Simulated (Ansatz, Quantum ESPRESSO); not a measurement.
# CaC2 (R-3m): zone-centre phonons, part 3 of 3

Wanted: the vibrations of CaC2 (R-3m) at Γ, by two programs.

Quantum ESPRESSO 7.5; DFT PBEsol, scalar-relativistic, plane waves, PseudoDojo norm-conserving pseudopotentials.

So far. Step 5 (Zone-centre response): The acoustic modes at Γ come out as far as 16.0 cm⁻¹ from zero, where they should vanish, a sizeable error of basis and grid or of the response kernel of this functional; the Born charges miss their sum rule by 4.5e-4 e, which is good. Step 6 (Modes with the sum rule): The rule also moves an optical mode by 0.3 cm⁻¹. The relaxed cell has a = 3.820, c = 11.686 Å (conventional setting).

### Step 9. Modes along a direction of q (1 0 0)

A longitudinal polar mode sets up a macroscopic field that stiffens it; the term hangs on the direction from which q goes to zero.

Contents of dynmat.in:

```
 &input
    fildyn='g.dyn',
    asr='simple',
    fileig='dynmat.eig',
    q(1)=1.0,
    q(2)=0.0,
    q(3)=0.0,
 /
```

Started as:

```sh
> dynmat.x -in dynmat.in > dynmat.out
```

Numbers of over 12 decimals in the logs are rounded to 6 here.

Output:

```text
[banner, memory and clock lines left out]
Program DYNMAT v.7.5

     Reading Dynamical Matrix from file g.dyn
     ...Force constants read
     ...epsilon and Z* read

     Polarizability (A^3 units)
     multiply by 0.506600 for Clausius-Mossotti correction
         9.810471    0.000000    0.000000
        -0.000000    9.810471   -0.000000
         0.000000    0.000000   14.710061

     IR activities are in (D/A)^2/amu units

# mode   [cm-1]    [THz]      IR
    1      0.00    0.0000    0.0000
    2      0.00    0.0000    0.0000
    3      0.00    0.0000    0.0000
    4    230.80    6.9192    9.3278
    5    249.57    7.4818    0.0000
    6    249.57    7.4818    0.0000
    7    273.66    8.2041    8.2625
    8    420.77   12.6144    8.2625
    9   1906.30   57.1493    0.0000

[end of the log left out, with the tail of the file of modes that dynmat.x writes under the same name]
```

Wall time 0.69 s (1 thread of Intel Xeon 6975P-C (Granite Rapids), shared host).

This step gave:

```yaml
highest_mode_moved_by_the_lo_to_term: 420.8 cm⁻¹
```

Zone-centre frequencies as printed; negative means imaginary. Modes:

```csv
mode,frequency (cm⁻¹)
1,0
2,0
3,0
4,230.8
5,249.6
6,249.6
7,273.7
8,420.8
9,1906
```

The field moves one mode, from 274 to 421 cm⁻¹; the others stay.

### Step 10. The LO-TO splitting (0 0 1)

Contents of dynmat.in:

```
 &input
    fildyn='g.dyn',
    asr='simple',
    fileig='dynmat.eig',
    q(1)=0.0,
    q(2)=0.0,
    q(3)=1.0,
 /
```

Started as:

```sh
> dynmat.x -in dynmat.in > dynmat.out
```

Output:

```text
[banner, memory and clock lines left out]
Program DYNMAT v.7.5

     Reading Dynamical Matrix from file g.dyn
     ...Force constants read
     ...epsilon and Z* read

     Polarizability (A^3 units)
     multiply by 0.506600 for Clausius-Mossotti correction
         9.810471    0.000000    0.000000
        -0.000000    9.810471   -0.000000
         0.000000    0.000000   14.710061

     IR activities are in (D/A)^2/amu units

# mode   [cm-1]    [THz]      IR
    1     -0.00   -0.0000    0.0000
    2     -0.00   -0.0000    0.0000
    3      0.00    0.0000    0.0000
    4    249.57    7.4818    0.0000
    5    249.57    7.4818    0.0000
    6    273.66    8.2041    8.2625
    7    273.66    8.2041    8.2625
    8    371.84   11.1474    9.3278
    9   1906.30   57.1493    0.0000

[end of the log left out, with the tail of the file of modes that dynmat.x writes under the same name]
```

Wall time 0.67 s (1 thread).

Numbers from this step:

```yaml
highest_mode_moved_by_the_lo_to_term: 371.8 cm⁻¹
```

Zone-centre frequencies as printed; negative means imaginary. Modes:

| mode | frequency (cm⁻¹) |
| --- | --- |
| 1 | 0 |
| 2 | 0 |
| 3 | 0 |
| 4 | 249.6 |
| 5 | 249.6 |
| 6 | 273.7 |
| 7 | 273.7 |
| 8 | 371.8 |
| 9 | 1906 |

The field moves one mode, from 231 to 372 cm⁻¹; the others stay.

### Step 11. The LO-TO splitting (1 1 1)

Contents of dynmat.in:

```
 &input
    fildyn='g.dyn',
    asr='simple',
    fileig='dynmat.eig',
    q(1)=1.0,
    q(2)=1.0,
    q(3)=1.0,
 /
```

Started as:

```sh
> dynmat.x -in dynmat.in > dynmat.out
```

Output:

```text
[banners, grids, parts of the stress and lines that vanish by symmetry left out]
[banner, memory and clock lines left out]
Program DYNMAT v.7.5

     Reading Dynamical Matrix from file g.dyn
     ...Force constants read
     ...epsilon and Z* read

     Polarizability (A^3 units)
     multiply by 0.506600 for Clausius-Mossotti correction
         9.810471    0.000000    0.000000
        -0.000000    9.810471   -0.000000
         0.000000    0.000000   14.710061

     IR activities are in (D/A)^2/amu units

# mode   [cm-1]    [THz]      IR
    1     -0.00   -0.0000    0.0000
    2      0.00    0.0000    0.0000
[...]
8    404.18   12.1171    8.5471
    9   1906.30   57.1493    0.0000

[end of the log left out, with the tail of the file of modes that dynmat.x writes under the same name]
```

It took 0.7 s on 1 thread.

This step gave:

- highest mode moved by the LO-TO term: 404.2 cm⁻¹

Zone-centre frequencies as printed; negative means imaginary. Modes:

```
mode  frequency (cm⁻¹)
   1                 0
   2                 0
   3                 0
   4               245
   5             249.6
   6             249.6
   7             273.7
   8             404.2
   9              1906
```

The field moves 2 modes; the highest of them now lies at 404 cm⁻¹, where the highest that moved away lay at 274.

### Step 12. Cross-check with Ansatz

A second program on the same cell, potentials, cutoff and meshes tests the implementation of the phonon response, not its convergence. Its field response is summed in its own way. Its k mesh is centred on Γ.

This step: DFT PBEsol, scalar-relativistic, plane waves, PseudoDojo norm-conserving pseudopotentials (Ansatz 0.2.0).

Contents of input.yaml:

```yaml
crystal:
  lattice:
    - [1.9098305152, 1.1026411619, 3.895282102]
    - [-1.9098305152, 1.1026411619, 3.895282102]
    - [0.0, -2.2052823243, 3.8952821019]
  atoms:
    - { symbol: Ca, position: [0.0, 0.0, 0.0] }
    - { symbol: C, position: [0.5536894868, 0.5536894868, 0.5536894868] }
    - { symbol: C, position: [0.4463105132, 0.4463105132, 0.4463105132] }
kpoints:
  mp_grid: { grid: [6, 6, 6] }
hamiltonian:
  xc: pbesol
  pseudopotentials: { kind: nc, accuracy: standard }
scf:
  occupations: { method: fixed }
output:
  eigenvalues: true
basis:
  ecutwfc: 1006.821
phonons:
  method: dfpt
  dielectric: true
  rigid_motions: translations
  raman: true
```

Started as:

```sh
> ansatz run input.yaml --threads 4 --pin off --max-ram 8192MiB --backend cpu --events-out ev --progress --plain --runs-dir out
```

Output:

```text
Warning: basis.ecutwfc = 1006.821 eV is below the records' recommended 1115.666836 eV, and the density's cutoff is lower with it unless basis.ecutrho_ratio is high enough to keep the records' density cutoff: compare with a run at a higher cutoff
Engine: ansatz 0.2.0, x86_64-unknown-linux-gnu
Pseudopotentials: kind: nc
Pseudopotential: Ca, nc, valence charge 10, recommended cutoff 925.187132 eV (normal), Ca.nc.azcp (PseudoDojo's, or run here from an input of PseudoDojo's; its table is named by hamiltonian.pseudopotentials.accuracy)
Pseudopotential: C, nc, valence charge 4, recommended cutoff 1115.666836 eV (normal), C.nc.azcp (PseudoDojo's, or run here from an input of PseudoDojo's; its table is named by hamiltonian.pseudopotentials.accuracy)
Functional definition: PBEsol
  exchange = pbesol_x
  correlation = pbesol_c
Crystal: 3 atoms, lattice volume = 49.217 Å³
Basis set: ecut = 1006.821 eV, 3543 PW (Γ), exchange–correlation on 96×96×96 points (8 copies of the dense FFT grid, shifted against one another)
Bands: 13, of which v1, the nominal top of the filled ones, is band 9 counted from 1 (8 counted from 0)
Symmetry: 12 space group operations
k-points: 68 of 216 (irreducible under 2 space group operations, time reversal used)
Non-local potential: Ca, projectors of the file, l = 0: 2, l = 1: 2, l = 2: 2
Non-local potential: C, projectors of the file, l = 0: 2, l = 1: 2
Initial density: superposition of atomic densities (chi_scale 0.1, normalization cell, long waves kept (reshape's long-wave potential 0.00 eV rms))
Initial wavefunctions: pseudopotential atomic-orbital guess
Functional: x = pbesol(κ = 0.804, μ = 0.123457), c = pbesol(β = 0.046)
SCF iter   1: F=—  HF=-1379.191067 eV  |F-HF|=—  |Δ(HF+E_count)|=         —  Δρ=8.41e-2  dr2=3.07e0  ethr=3.10e-3  ⟨swp⟩=6.2  Hψ=5688  notcnv=0  defer=123
preconditioner: auto → none  [insulator: Δε(μ)=3.395 eV  Ē_g=15.559 eV  n_scr=14 (ndim 8)  ℏωp=21.2 eV  f_vac=0.000  ε∞_Penn≈2.9]
SCF iter   2: F=—  HF=-1378.069264 eV  |F-HF|=—  |Δ(HF+E_count)|=    1.12e0  Δρ=2.94e-2  dr2=2.88e-1  ethr=3.10e-3  ⟨swp⟩=3.9  Hψ=2569  notcnv=0  defer=122
SCF iter   3: F=—  HF=-1377.982290 eV  |F-HF|=—  |Δ(HF+E_count)|=   8.70e-2  Δρ=1.22e-2  dr2=4.57e-2  ethr=1.60e-3  ⟨swp⟩=4.9  Hψ=1966  notcnv=0  defer=124
SCF iter   4: F=—  HF=-1377.973090 eV  |F-HF|=—  |Δ(HF+E_count)|=   9.20e-3  Δρ=2.86e-3  dr2=1.47e-3  ethr=2.54e-4  ⟨swp⟩=2.7  Hψ=1718  notcnv=0  defer=134
SCF iter   5: F=—  HF=-1377.973606 eV  |F-HF|=—  |Δ(HF+E_count)|=   5.16e-4  Δρ=3.54e-4  dr2=3.37e-5  ethr=8.18e-6  ⟨swp⟩=3.6  Hψ=1763  notcnv=0  defer=136
SCF iter   6: F=—  HF=-1377.973639 eV  |F-HF|=—  |Δ(HF+E_count)|=   3.28e-5  Δρ=4.51e-5  dr2=1.02e-6  ethr=1.87e-7  ⟨swp⟩=2.7  Hψ=1484  notcnv=0  defer=133
SCF iter   7: F=—  HF=-1377.973656 eV  |F-HF|=—  |Δ(HF+E_count)|=   1.72e-5  Δρ=7.15e-6  dr2=2.19e-8  ethr=5.64e-9  ⟨swp⟩=2.2  Hψ=1279  notcnv=0  defer=117
SCF iter   8: F=—  HF=-1377.973656 eV  |F-HF|=—  |Δ(HF+E_count)|=   8.20e-9  Δρ=1.32e-6  dr2=8.02e-10  ethr=1.22e-10  ⟨swp⟩=3.2  Hψ=1730  notcnv=0  defer=117
SCF iter   9: F=-1377.973656 eV  HF=-1377.973656 eV  |F-HF|=4.55e-12  |Δ(HF+E_count)|=  2.16e-11  Δρ=1.67e-7  dr2=1.02e-11  ethr=1.00e-12  ⟨swp⟩=15.8  Hψ=9017  notcnv=0
SCF 1 converged in 9 iterations: F = -1377.973656 eV  dr2 = 1.02e-11
NSCF: frozen V_eff on 5 k-points
DFPT response loops at Γ: preconditioner auto → none (the input reference at scf.mixing.eps_inf says where Resta's filter doesn't serve); β = 0.50; Broyden in place of MSR1
── the response to a field inside a basis, on 8×8×8 k-points: an SCF that follows is theirs, and a resumed run solves both again ──
Bands: 10, of which v1, the nominal top of the filled ones, is band 9 counted from 1 (8 counted from 0)
k-points: 60 of 512
Initial density: handed on by an earlier stage of this run
Initial wavefunctions: pseudopotential atomic-orbital guess (no wavefunctions were taken with the density)
Eigensolver: Dense (60 Hₖ)
SCF iter   1: F=—  HF=-1377.972888 eV  |F-HF|=—  |Δ(HF+E_count)|=         —  Δρ=1.43e-4  dr2=1.28e-6  ethr=1.00e-1
preconditioner: auto → none  [insulator: Δε(μ)=2.595 eV  Ē_g=13.796 eV  n_scr=14 (ndim 8)  ℏωp=21.2 eV  f_vac=0.000  ε∞_Penn≈3.4]
SCF iter   2: F=—  HF=-1377.972891 eV  |F-HF|=—  |Δ(HF+E_count)|=   2.61e-6  Δρ=7.12e-5  dr2=2.92e-7  ethr=7.08e-9
SCF iter   3: F=—  HF=-1377.972892 eV  |F-HF|=—  |Δ(HF+E_count)|=   9.33e-7  Δρ=1.51e-5  dr2=7.42e-8  ethr=1.62e-9
SCF iter   4: F=—  HF=-1377.972892 eV  |F-HF|=—  |Δ(HF+E_count)|=   9.89e-9  Δρ=1.77e-6  dr2=4.06e-10  ethr=4.12e-10
SCF iter   5: F=-1377.972892 eV  HF=-1377.972892 eV  |F-HF|=1.75e-11  |Δ(HF+E_count)|=  6.62e-10  Δρ=2.49e-7  dr2=1.66e-11  ethr=2.26e-12
SCF 1 converged in 5 iterations: F = -1377.972892 eV  dr2 = 1.66e-11
DFPT response loops at Γ: mixed as the last ones told, above
DFPT response loops at Γ: mixed as the last ones told, above
SCF converged after 9 iterations
Free energy (F): -1377.973656 eV
Harris-Foulkes:  -1377.973656 eV  (|F-HF|=4.55e-12)
Internal energy: -1377.973656 eV  (E = F + TS)
E sigma→0 (E₀):  -1377.973656 eV
Fermi energy:    4.698242 eV
--- Per-component energies (eV) ---
  E_band       = -155.760951
  E_kinetic    = 576.831747
  E_local      = -1092.448322  (includes V_loc(G=0)·N_el)
  E_nonlocal   = 76.800540
  E_hartree    = 297.647637
  E_xc         = -310.823661
  E_vxc        = -312.240134  (∫ρ·V_xc dr)
  E_ewald      = -925.981597
  E_smearing   = -0.000000  (= −TS)
  E_closure    = -0.000000  (closes the sum)
  Σ components = -1377.973656   (vs F -1377.973656, Δ=0.00e0)
--- Band table (eV; the first three rows and the last of 68) ---
  k-point 0: bands = [... 5 lower, 1.7500, 1.8108, 3.8214, 3.8214, 7.6543, 7.6543, 8.9421, 10.2804]
  k-point 1: bands = [... 5 lower, 1.2925, 2.1062, 3.4894, 3.5916, 7.9484, 8.0438, 9.4747, 10.2809]
  k-point 2: bands = [... 5 lower, 0.8157, 1.9591, 3.2019, 3.3353, 8.6757, 9.0122, 10.1755, 10.7842]
  k-point 67: bands = [... 5 lower, -0.6431, 3.0685, 3.0685, 4.6982, 10.3292, 10.5111, 10.7207, 10.7207]
--- Phonons (Γ-DFPT): 4 representative perturbations + reference, on 68 of 216 k-points (Σ response iterations 12) ---
  k mesh reduced under 2 symmetry operations, with k and −k counted as one. Each operation leaves every solved perturbation unchanged. A smaller set is not considered because the run solves the response to a homogeneous field
  ASR residual: 1.561e-4 → 0.000e0 eV/Å²; symmetrization residual: 2.686e-6 eV/Å²
  ASR residual per site (eV/Å²): 1.56e-4 3.81e-5 3.81e-5
  Γ frequencies (cm⁻¹): 0.00 0.00 0.00 230.81 249.54 249.54 273.70 273.70 1906.29
  ε∞ (high-frequency dielectric tensor):
        3.502519     0.000000    -0.000000
        0.000000     3.502519    -0.000000
       -0.000000    -0.000000     4.754914
  ε⁰ (static dielectric tensor: ions relaxed, cell fixed):
        8.279929    -0.000000    -0.000000
       -0.000000     8.279929    -0.000000
       -0.000000    -0.000000    12.340504
  ε⁰ − ε∞ (ionic part):
        4.777411    -0.000000    -0.000000
       -0.000000     4.777411    -0.000000
       -0.000000    -0.000000     7.585590
  softest optical mode at Γ: 230.81 cm⁻¹; the repairs (sum rule, projections) moved no ω² at Γ by more than (1.27 cm⁻¹)²
  Born effective charges Z* (e; rows j = field, columns β = displacement):
    site 0:
         2.31870    0.00000    0.00000
        -0.00000    2.31870   -0.00000
         0.00000   -0.00000    2.46396
    site 1:
        -1.15935    0.00000    0.00000
         0.00000   -1.15935    0.00000
         0.00000    0.00000   -1.23198
    site 2:
        -1.15935    0.00000    0.00000
         0.00000   -1.15935    0.00000
         0.00000    0.00000   -1.23198
  Z* charge neutrality: 2.015e-4 e pre-enforcement
  solved inside a basis spanned on kpoints, on 8×8×8 k-points: ε∞ is read to err by 1.3e-2, Z* by 1.1e-2 e (field_mesh: kpoints solves on kpoints); Z* is corrected for what the basis lacks
  Raman tensors (in the event stream and the table raman_tensors.tsv): an entry may err by 4.8e-2 Å², one of the second-order susceptibility by 3.1e-20 pm/V (basis, points and sum rule); their sum over the sites missed zero by 1.776e-15 Å² ahead of its enforcement
  optical modes at Γ without the LO–TO term, one row a degenerate level:
      ω (cm⁻¹)  modes    IR ((D/Å)²/amu)  static Raman (Å⁴/amu)  depolarisation
        230.81      1             9.3255                 0.0000               —
        249.54      2             0.0000                70.0067           0.750
        273.70      2            16.5167                 0.0000               —
       1906.29      1             0.0000              2036.1246           0.097
  optical modes at Γ + LO–TO along q̂ = [1.0000, 0.0000, 0.0000]:
      ω (cm⁻¹)  modes    IR ((D/Å)²/amu)  static Raman (Å⁴/amu)  depolarisation
        230.81      1             9.3255                 0.0000               —
        249.54      2             0.0000                70.0067           0.750
        273.70      1             8.2583                 0.0000               —
        420.82      1             8.2583                 0.0000               —
       1906.29      1             0.0000              2036.1246           0.097
  optical modes at Γ + LO–TO along q̂ = [0.0000, 1.0000, 0.0000]:
      ω (cm⁻¹)  modes    IR ((D/Å)²/amu)  static Raman (Å⁴/amu)  depolarisation
        230.81      1             9.3255                 0.0000               —
        249.54      2             0.0000                70.0067           0.750
        273.70      1             8.2583                 0.0000               —
        420.82      1             8.2583                 0.0000               —
       1906.29      1             0.0000              2036.1246           0.097
  optical modes at Γ + LO–TO along q̂ = [0.0000, 0.0000, 1.0000]:
      ω (cm⁻¹)  modes    IR ((D/Å)²/amu)  static Raman (Å⁴/amu)  depolarisation
        249.54      2             0.0000                70.0067           0.750
        273.70      2            16.5167                 0.0000               —
        371.84      1             9.3255                 0.0000               —
       1906.29      1             0.0000              2036.1246           0.097
```

It took 63 s on 4 threads; peak memory 1.3 GiB; 3.9 min of CPU time.

This step gave:

| Item | Value |
| --- | --- |
| sum-rule residual before enforcement | 1.56e-4 eV/Å² |
| miss of the charge sum rule | 2.01e-4 e |
| estimated error of the dielectric tensor | 0.01324 |
| estimated error of the Born charges | 0.01066 e |
| lowest optical zone-centre mode | 230.8 cm⁻¹ |
| mean high-frequency dielectric constant | 3.920 |
| largest Born charge in size (third of the trace) | 2.367 e |
| mean static dielectric constant | 9.633 |
| highest mode moved by the LO-TO term | 420.8 cm⁻¹ |

Transverse modes. Lines of the infrared spectrum (strongest = 100):

```csv
position (cm⁻¹),label,"IR intensity ((D/Å)²/amu), degenerate modes summed, relative"
231,A2u,56
250,Eg,0.0
274,Eu,100
1906,A1g,0.0
```

Activity x (w_L - w)^4 (n + 1)/w, 532 nm, 300 K. Raman lines, with heights relative to the strongest:

| position (cm⁻¹) | label | Stokes intensity, strongest 100 |
| --- | --- | --- |
| 231 | A2u | 0.0 |
| 250 | Eg | 55 |
| 274 | Eu | 0.0 |
| 1906 | A1g | 100 |

### Step 13. The two compared: QE PseudoDojo and Ansatz, PseudoDojo

Numbers from this step:

```
root-mean-square difference : 0.03 cm⁻¹
largest difference          : 0.04 cm⁻¹
```

Frequencies side by side, by row:

| q (reciprocal lattice) | mode | QE PseudoDojo (cm⁻¹) | Ansatz, PseudoDojo (cm⁻¹) |
| --- | --- | --- | --- |
| 0 0 0 | 1 | 0 | 0 |
| 0 0 0 | 2 | 0 | 0 |
| 0 0 0 | 3 | 0 | 0 |
| 0 0 0 | 4 | 230.8 | 230.8 |
| 0 0 0 | 5 | 249.6 | 249.5 |
| 0 0 0 | 6 | 249.6 | 249.5 |
| 0 0 0 | 7 | 273.7 | 273.7 |
| 0 0 0 | 8 | 273.7 | 273.7 |
| 0 0 0 | 9 | 1906 | 1906 |

The two runs side by side. Further quantities:

| quantity | QE PseudoDojo | Ansatz, PseudoDojo |
| --- | --- | --- |
| mean ε∞ | 3.922 | 3.92 |
| largest Born charge in size (e; the first before, the second after the charge sum rule) | 2.368 | 2.367 |

At the zone centre the largest difference (acoustic modes at Γ apart) is 0.002 % of the highest mode.

### Step 14. Results

```
space group after relaxation                                           : R-3m
volume per atom                                                        : 16.4 Å³
gap on the k-mesh                                                      : 2.49 eV
highest optical zone-centre mode (no LO-TO term)                       : 1906 cm⁻¹
lowest optical zone-centre mode                                        : 230.8 cm⁻¹
highest mode moved by the LO-TO term                                   : 420.8 cm⁻¹
mean high-frequency dielectric constant                                : 3.92
largest Born charge in size (third of the trace)                       : 2.37 e
mean static dielectric constant                                        : 9.64
imaginary optical modes at the zone centre (no q mesh in this session) : none
largest difference from Ansatz, PseudoDojo                             : 0.04 cm⁻¹
```

In words: At the PBEsol level the optical modes of CaC2 (R-3m) at the zone centre (no LO-TO term) run from 231 to 1906 cm⁻¹. Along the directions run, the highest mode that the macroscopic field moves lies at 421 cm⁻¹. Lattice motion raises the mean dielectric constant from 3.922 to 9.639. Of the 6 optical modes, 3 are infrared active alone and 3 are Raman active alone; inversion symmetry keeps the two sets apart. QE PseudoDojo and Ansatz, PseudoDojo agree to 0.04 cm⁻¹ (0.002 % of the highest mode compared) on all solved modes but the acoustic ones at Γ, without the LO-TO term. These are harmonic frequencies at zero temperature: anharmonic shifts and linewidths and thermal expansion are left out. The relaxation ran at 74 Ry, under the 82 Ry recommended for these files; the stress of so short a basis can leave the cell about one per cent too small. Ansatz warns that the cutoff lies 10 % under the one recommended for these files; agreement at one cutoff is not convergence. The structure comes from a database and need not be the phase that is stable at ambient conditions.

[Host names and launcher messages were left out of these logs when they were recorded.]

[Logs are printed without paths, hosts, clocks, repeated set-up lines and the standing remarks that a program may print on its own settings, such as how far it seeks lower states.]

[Hosts, paths, dates, database ids (printed as entryN), source tags and the programs' standing remarks are cut or masked in the printed files.]
